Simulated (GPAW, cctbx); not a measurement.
## Zr3TiC4: deformation density and structure factors from DFT

Question: by how much does bonding change the structure factors of Zr3TiC4?

The cell is our own: ordered rocksalt alloy in the eight-atom cube, 3 of 4 Ti sites given to Zr. All numbers below are calculated.

**1. Find the equilibrium geometry**

The density hangs on the geometry, so cell and atoms are relaxed first, with the symmetry held. The cutoff is set higher than for the density because stress converges slowly with plane waves.

Settings: GPAW 26.7.0, PBE, 650 eV, 5×5×5 k-points, Fermi–Dirac width 0.1 eV, BFGS to 0.02 eV/Å.

```text
cell
1.0
     4.617500000    0.000000000    0.000000000
     0.000000000    4.617500000    0.000000000
     0.000000000    0.000000000    4.617500000
Zr C Ti
3 4 1
Direct
0.000000000 0.000000000 0.500000000
0.000000000 0.500000000 0.000000000
0.500000000 0.000000000 0.000000000
0.500000000 0.000000000 0.500000000
0.500000000 0.500000000 0.000000000
0.000000000 0.000000000 0.000000000
0.000000000 0.500000000 0.500000000
0.500000000 0.500000000 0.500000000
```

```console
$ OMP_NUM_THREADS=1 mpirun -n 4 gpaw python run.py > gpaw.log
```

```text
BFGS:    0      -72.309616        0.087241
BFGS:    1      -72.309936        0.079067
BFGS:    2      -72.312325        0.000153
cell  4.6252 4.6252 4.6252  90.00 90.00 90.00
volume 98.943 A^3, largest force 0.000 eV/A, largest stress 0.00 GPa
```

After 2 steps the volume has changed by +0.5 % and the energy by -0.003 eV; the largest stress left is 0.00 GPa. It took 63 s on 4 cores of Arm Neoverse N1 (shared host), peak memory 0.85 GiB.

Relaxed structure: Pm-3m (no. 221), a = 4.6252 Å, b = 4.6252 Å, c = 4.6252 Å, α = 90.00°, β = 90.00°, γ = 90.00°.

```
atom  mult.    x    y    z
 Zr1      3    0    0  1/2
 Ti1      1  1/2  1/2  1/2
  C1      3  1/2    0  1/2
  C2      1    0    0    0
```

**2. The all-electron density**

X-rays see the whole electron density, so the PAW density is rebuilt with its core regions. Subtracting spherical free atoms from the same code cancels the cores and leaves the deformation density Δρ, the part due to bonding.

Settings: PBE, 600 eV, 7×7×7 k-points, Fermi–Dirac width 0.1 eV; primitive cell of 8 atoms.

```console
$ OMP_NUM_THREADS=1 mpirun -n 4 gpaw python run.py > gpaw.log
```

```text
|iter:   1|       0s |  -80.234987 | +0.15 |       |
|iter:   2|       5s |  -77.370147 | -0.79 | -0.80 |
|iter:   3|       9s |  -72.571437 | +0.16 | -0.87 |
...
|iter:  12|      37s |  -72.224864c| -6.49 | -4.75c|
|iter:  13|      40s |  -72.224863c| -7.18 | -5.08c|
|iter:  14|      42s |  -72.224863c| -7.75c| -5.68c|
```

```text
grid (54, 54, 54)  electrons 166.000  moved by bonding 2.044 e
deformation density beyond 0.5 A of the nuclei: max 0.123, min -0.163 e/A^3
atom        x       y       z   Voronoi charge  moment
Zr1    0.0000  0.0000  0.5000      0.443       0.00
Zr2    0.0000  0.5000  0.0000      0.443       0.00
Zr3    0.5000  0.0000  0.0000      0.443       0.00
Ti4    0.5000  0.5000  0.5000      0.404       0.00
C 5    0.5000  0.0000  0.5000     -0.421       0.00
C 6    0.5000  0.5000  0.0000     -0.421       0.00
C 7    0.0000  0.0000  0.0000     -0.469       0.00
C 8    0.0000  0.5000  0.5000     -0.421       0.00
mean inner potential of superposed free atoms 25.933 V
total magnetic moment 0.000 muB
```

Deformation density in a plane through the shortest contact of the Zr atom at the origin, in 0.01 e/Å³ (clipped at ±99); x from -1.6 to 3.9 Å, y from 2.4 down to -2.4 Å:

```text
  3   3   9   7   .   .   9   8   2   3   .   .   1   2   6  10
 -2   1   8   8   .   .   9   7   0  -2   .   .  -4  -1   5   9
 -6  -2   4   8  10   9   7   2  -3  -6   1   3  -5  -5   1   6
 -1  -2  -1   2   5   5   1  -1  -2   0   3   4   1  -2  -1   0
  5   0  -5  -5   2   0  -6  -3   2   6   9  10   7   3  -2  -6
  9   4  -3  -5   .  -3  -4  -1   6   9   7   .   9   8   1  -3
 10   7   3   3   .   .   4   3   9   9   .   .   7  10   4   5
  9   4  -3  -5   .  -3  -4  -1   6   9   7   .   9   8   1  -3
  5   0  -5  -5   2   0  -6  -3   2   6   9  10   7   3  -2  -6
 -1  -2  -1   2   5   5   1  -1  -2   0   3   4   1  -2  -1   0
 -6  -2   4   8  10   9   7   2  -3  -6   1   3  -5  -5   1   6
 -2   1   8   8   .   .   9   7   0  -2   .   .  -4  -1   5   9
  3   3   9   7   .   .   9   8   2   3   .   .   1   2   6  10
```

Atoms in or within 0.15 Å of the plane: Zr (0.0, 0.0), Zr (2.3, 2.3), Zr (2.3, -2.3), C (2.3, 0.0), C (0.0, 2.3), C (0.0, -2.3) Å. Dots mark points within about 0.45 Å of a nucleus; large values next to them are atomic features.

C gains most (-0.43 e) and Zr loses most (+0.44 e), in averages over each element's sites, as electronegativity suggests. Such charges fall far short of formal ones, since overlapping free atoms already put density on their neighbours. Along the shortest contact from the Zr atom at the map's origin, Zr–C at 2.31 Å, Δρ is +0.05 e/Å³ at the midpoint and highest, +0.10, 1.59 Å from Zr (points within 0.5 Å of a nucleus left out): little sits at the middle, as in a polar contact, whose build-up shifts to the more electronegative atom. At the midpoints of other shortest contacts it is +0.06 (Ti–C, 2.31 Å) and -0.02 (Zr–Zr, 3.27 Å) e/Å³. Point values carry grid noise of about 0.01 e/Å³. The run needed 14 iterations, 69 s.

**3. From the density to structure factors**

The Fourier components of Δρ, added to those of the free atoms, give the static X-ray structure factors; the Mott–Bethe relation turns them into the Fourier components V of the potential that fast electrons feel.

```text
static structure factors of the conventional cell: F in electrons, V (Mott-Bethe) in volts
   h  k  l      d  |F| table  |F| free   |F| DFT   change   |V| free  |V| DFT  change %
   0  1  0  4.6252    16.815    16.825    16.882    0.057     1.165    1.108     -4.9
   0  1  1  3.2705    16.050    16.095    16.094   -0.001     0.944    0.944      0.1
   1  1  1  2.6704    97.343    97.245    95.867   -1.378     6.856    7.311      6.6
   0  2  0  2.3126   120.852   120.725   121.362    0.637    11.217   11.059     -1.4
   0  2  1  2.0685    14.717    14.729    14.798    0.069     0.648    0.635     -2.1
   1  2  1  1.8882    14.390    14.401    14.447    0.046     0.594    0.587     -1.3
   0  2  2  1.6353   103.499   103.542   103.436   -0.106     7.737    7.750      0.2
   1  2  2  1.5417    13.593    13.621    13.674    0.053     0.482    0.476     -1.2
   0  3  0  1.5417    13.593    13.621    13.784    0.164     0.482    0.464     -3.7
   0  3  1  1.4626    13.377    13.409    13.493    0.084     0.455    0.447     -1.8
   1  3  1  1.3946    78.044    78.129    78.441    0.312     3.592    3.564     -0.8
   2  2  2  1.3352    92.797    92.962    92.672   -0.289     6.032    6.056      0.4
   0  3  2  1.2828    12.838    12.865    12.916    0.051     0.391    0.388     -1.0
   1  3  2  1.2361    12.685    12.707    12.727    0.020     0.375    0.373     -0.4
```

The largest X-ray change is -1.38 e on 111, 1.4 % of |F|. For electrons V goes as (Z − F)/g², so a change of F counts against Z − F, which is small at low angle and wherever the atoms' terms cancel: |V| of 111 moves by +6.6 % (6.86 to 7.31 V) against -1.4 % in |F|. The tabulated Hartree–Fock atoms differ from the free DFT atoms by up to 0.17 e, so the choice of reference atom matters too.

**4. Answer**

Bonding moves 2.04 e in the primitive cell of Zr3TiC4 and changes the structure factors of the conventional cell in the table above by at most 1.38 e (111, 1.4 %). The shortest bond, Zr–C, has Δρ = +0.05 e/Å³ at its midpoint, low for a shared bond; with the charge transfer this is a polar contact. Limits: static density, frozen cores, no spin–orbit coupling.

[Outputs are excerpts: Python notices, other lines and further rows are left out; steps that failed or that the build refused (PBEsol, TPSS) are not shown.]

[Logs are printed without paths, hosts, clocks, repeated set-up lines and the standing remarks that a program may print on its own settings, such as how far it seeks lower states.]
